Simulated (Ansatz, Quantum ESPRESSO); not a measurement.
# WSi2N4, 1 layer: the energy at a withheld member of a series

How the rows were computed: Quantum ESPRESSO 7.5, PBE, GBRV ultrasoft. Cell and atoms are first relaxed; each strained cell is then held and the atoms relax in it. A periodic run with 15 Å of vacuum in the starting cell gives the vacuum levels, and bands follow along a path. The series steps biaxial strain. Energies count from the lowest.

| biaxial strain | energy (eV) |
| --- | --- |
| -4 % | 0.5806 |
| -3 % | 0.3218 |
| -1 % | 0.0359 |
| 0 % | 0.0000 |
| 1 % | 0.0296 |
| 2 % | 0.1205 |
| 3 % | 0.2686 |
| 4 % | 0.4700 |

One more run was made and is withheld. What is the energy at −2 %?

By hand: The rows at -3 % and -1 % give a slope of (0.0359 − (0.3218))/(−1 − (−3)) = −0.1429, so a straight line gives 0.1788 eV. A parabola through these and the row at -4 % gives 0.1402 eV.

What the calculation gave: 0.1417 eV. The line misses by +0.0371 and the parabola by −0.0015 eV. The parabola does better.

**Limits.** Semilocal gaps are too small; the 1×1 cell can't ripple over many cells under compression as a free sheet would. No spin-orbit coupling.
